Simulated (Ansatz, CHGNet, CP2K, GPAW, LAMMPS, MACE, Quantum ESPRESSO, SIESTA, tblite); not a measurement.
# Running amorphous SiO1.9 (78 atoms) with SIESTA, part 2 of 2

How do the settings of SIESTA change the result for amorphous SiO1.9 (78 atoms)? A plane-wave run serves as the yardstick.

Program: SIESTA 5.4.2; the method stands at each step. Banners, paths, timers and routine set-up lines are dropped from the logs unmarked, and long logs keep their key lines alone; longer cuts are marked. The potentials were converted by us to PSML.

So far. Step 2 (PBE, DZP, shift 0.01 Ry, mesh 500 Ry): Forces lie 13 % from the reference's, at 4.1 times its CPU time (on 2 against 4 cores). Step 3 (PBE, SZP, shift 0.01 Ry, mesh 500 Ry): Against the first run (13 %), the force difference from the reference is 27 %, at 0.81 times the CPU time, with 702 basis functions against 1014: the smaller basis costs accuracy.

## (4) revPBE, PBE potentials, DZP, shift 0.01 Ry, mesh 500 Ry

Method: Kohn-Sham DFT, revPBE, PseudoDojo 0.4.1 norm-conserving pseudopotentials (converted to PSML), numerical atomic orbitals (DZP), diagonalisation.

Contents of input.fdf:

```
SystemLabel cell
NumberOfAtoms 78
NumberOfSpecies 2
%block ChemicalSpeciesLabel
  1 14 Si
  2 8 O
%endblock ChemicalSpeciesLabel
LatticeConstant 1.0 Ang
%block LatticeVectors
  10.50180 0.00000 0.00000
  0.00000 10.50180 0.00000
  0.00000 0.00000 10.50180
%endblock LatticeVectors
PAO.BasisSize DZP
PAO.EnergyShift 0.01 Ry
XC.Functional GGA
XC.Authors revPBE
MeshCutoff 500 Ry
%block kgrid_Monkhorst_Pack
  1 0 0 0.0
  0 1 0 0.0
  0 0 1 0.0
%endblock kgrid_Monkhorst_Pack
SolutionMethod diagon
OccupationFunction FD
ElectronicTemperature 580 K
SCF.Mixer.Method Pulay
SCF.Mixer.Weight 0.15
SCF.Mixer.History 8
SCF.Mix Hamiltonian
MaxSCFIterations 300
SCF.DM.Tolerance 1e-04
SCF.H.Tolerance 1.0e-3 eV
WriteForces T
Write.HirshfeldPop T
Write.VoronoiPop T
Write.DM F
Write.H F
XML.Write F
AtomicCoordinatesFormat Fractional
%block AtomicCoordinatesAndAtomicSpecies
[... 78 atom lines left out: the same atoms as in the first run ...]
%endblock AtomicCoordinatesAndAtomicSpecies
```

The run is started by

```console
$ OMP_NUM_THREADS=1 mpirun -np 2 siesta < input.fdf > output.txt
```

The log of the run:

```text
Version         : 5.4.2
reinit: System Name:
reinit: System Label: cell
initatom: Reading input for the pseudopotentials and atomic orbitals ----------
Species number:   1 Atomic number:   14 Label: Si
Species number:   2 Atomic number:    8 Label: O
Ground state valence configuration (from tables):   3s02  3p02  3d00  4f00
Ground state valence configuration (from tables):   2s02  2p04  3d00  4f00
---- Processing specs for species: Si
GGA--PBE XC_GGA_X_PBE--XC_GGA_C_PBE pb
---- Processing specs for species: O
GGA--PBE XC_GGA_X_PBE--XC_GGA_C_PBE pb
[... lines left out ...]
stepf: Fermi-Dirac step function
        iscf     Eharris(eV)        E_KS(eV)     FreeEng(eV)     dDmax    Ef(eV) dHmax(eV)
[... lines left out ...]
SCF Convergence by DM+H criterion
[... lines left out ...]
SCF cycle converged after 16 iterations
[... lines left out ...]
   Max    4.428780
[... lines left out ...]
   Max    4.428780    constrained
Stress tensor Voigt[x,y,z,yz,xz,xy] (kbar):      -62.81       -8.85      -22.91       18.69       14.91      -14.64
[... lines left out ...]
siesta: FreeEng =    -26105.676944
[... lines left out ...]
siesta:       Ion-ion =   -9694.517027
siesta:         Total =  -26105.548588
siesta:         Fermi =      -2.507982
siesta: Stress tensor (static) (eV/Ang**3):
siesta:    -0.039202   -0.009137    0.009308
siesta:    -0.009137   -0.005526    0.011664
siesta:     0.009308    0.011664   -0.014298
siesta: Cell volume =       1158.220452 Ang**3
siesta: Pressure (static):
siesta:                Solid            Molecule  Units
siesta:           0.00021429         -0.00004401  Ry/Bohr**3
siesta:           0.01967538         -0.00404100  eV/Ang**3
siesta:          31.52343525         -6.47440069  kBar
    Orbital volume contribution        =          29.546446 eV
    (Free)E + p_basis*V_orbitals       =      -26076.130499 eV
    (Free)Eharris+ p_basis*V_orbitals  =      -26076.130495 eV
Hirshfeld Atomic Populations:
Atom #   charge [q] valence [e]  Species
     1     0.400412    3.599588  Si
     2     0.403429    3.596571  Si
     3     0.382541    3.617459  Si
[...]
28    -0.105194    6.105194  O
    29    -0.208535    6.208535  O
    30    -0.224127    6.224127  O
[...]
--------------------
 Total    -0.000015
Voronoi Atomic Populations:
Atom #   charge [q] valence [e]  Species
[...]
26     0.516291    3.483709  Si
    27     0.539575    3.460425  Si
[...]
77    -0.318486    6.318486  O
    78    -0.077622    6.077622  O
--------------------
 Total    -0.000016
```

Wall time 2.7 min (2 MPI ranks of Arm Neoverse V1, shared host); peak memory 1.8 GiB.

Compared with the plane-wave run:

| Item | Value |
| --- | --- |
| r.m.s. force component | 1.391 eV/Å |
| r.m.s. difference of force components | 181.2 meV/Å |
| longest difference of force vectors | 591.3 meV/Å |
| force difference over r.m.s. force | 13.32 % |
| slope of forces against the reference's | 1.014 |
| correlation of force components | 0.9916 |
| pressure | 3.152 GPa |
| pressure difference | 4.304 GPa |

Against the first run (13 %), the force difference from the reference is 13 %, at 0.95 times the CPU time; the model has changed, so this is no error of the program alone.

## (5) All runs compared

Differences are against the plane-wave reference, forces as r.m.s. over components; share is that over the reference's r.m.s. force, slope the least-squares factor from reference forces to these. Total energies of different programs have different zeros and aren't compared.

| run | Δ force, r.m.s. (meV/Å) | share (%) | slope | Δ pressure (GPa) | cores | CPU time | memory (GiB) |
| --- | --- | --- | --- | --- | --- | --- | --- |
| reference | - | - | - | - | 4 | 82 s | 1.2 |
| SIESTA PBE, DZP, shift 0.01 Ry, mesh 500 Ry | 175 | 12.9 | 1.006 | 3.20 | 2 | 5.6 min | 1.8 |
| SIESTA PBE, SZP, shift 0.01 Ry, mesh 500 Ry (coarse) | 362 | 26.6 | 1.050 | 8.80 | 2 | 4.5 min | 1.7 |
| SIESTA revPBE, PBE potentials, DZP, shift 0.01 Ry, mesh 500 Ry | 181 | 13.3 | 1.014 | 4.30 | 2 | 5.3 min | 1.8 |

Rows marked coarse were listed beforehand as settings not expected to be converged; some can still land near the reference.

CPU time is summed over cores on a shared host, where runs went side by side, so it is rough. Symmetry, cutoffs, thresholds, outputs and thread counts weren't matched or tuned between programs; memory under MPI is the largest rank's times the ranks.

Mean charges by element (e), by run and scheme:

| run | scheme | Si | O |
| --- | --- | --- | --- |
| reference | Löwdin | +1.66 | -0.77 |
| SIESTA PBE, DZP, shift 0.01 Ry, mesh 500 Ry | Hirshfeld | +0.41 | -0.21 |
| SIESTA revPBE, PBE potentials, DZP, shift 0.01 Ry, mesh 500 Ry | Hirshfeld | +0.41 | -0.21 |

The reference's Löwdin charges lack the electrons that the projection spills, 0.074 e an atom on average.

## (6) What came out

| Property | Result |
| --- | --- |
| nearest in forces | a tie at 13 % of 2 runs: SIESTA PBE, DZP, shift 0.01 Ry, mesh 500 Ry; SIESTA revPBE, PBE potentials, DZP, shift 0.01 Ry, mesh 500 Ry |

In words: The PBE run in local orbitals, coarse settings apart, differs by 13 % (SIESTA PBE, DZP, shift 0.01 Ry, mesh 500 Ry); basis, grid and potentials can all enter. Rows with another functional or a dispersion term differ by 13 % (SIESTA revPBE, PBE potentials, DZP, shift 0.01 Ry, mesh 500 Ry), which mixes the change of model with differences of basis and potentials, some of them made for another functional. Runs with settings chosen to be coarse differ by 27 % (SIESTA PBE, SZP, shift 0.01 Ry, mesh 500 Ry), their programs' other errors included. None of the electronic-structure runs in the table takes under half the reference's CPU time of 82 s; they take 3.3 to 4.1 times as much. In pressure, SIESTA PBE, SZP, shift 0.01 Ry, mesh 500 Ry misses by +8.8 GPa, at the same functional. Charges hang on scheme and program or settings: among these rows the mean for Si runs from +0.41 to +1.66 e. The quench rate of 20 K/ps is many orders above laboratory rates, so the cell is likely richer in defects and strain than a real sample. The network of bonds at the start is that of the classical potential that made the cell, and needn't be the one that DFT or experiment would give. The reference's stress is far from hydrostatic: its diagonal is 2.8, -3.6, -2.6 GPa, compression counted positive. The electronic-structure runs sample only Γ, in a cell whose shortest periodic width is 11 Å, which is coarse for a cell with partly filled levels.

[Also dropped from logs without a mark: logging warnings of Python, and SIESTA's first energy breakdown and zero terms.]

[Logs are printed without paths, hosts, clocks, repeated set-up lines and the standing remarks that a program may print on its own settings, such as how far it seeks lower states.]

[Hosts, paths, dates, database ids (printed as entryN), source tags and the programs' standing remarks are cut or masked in the printed files.]
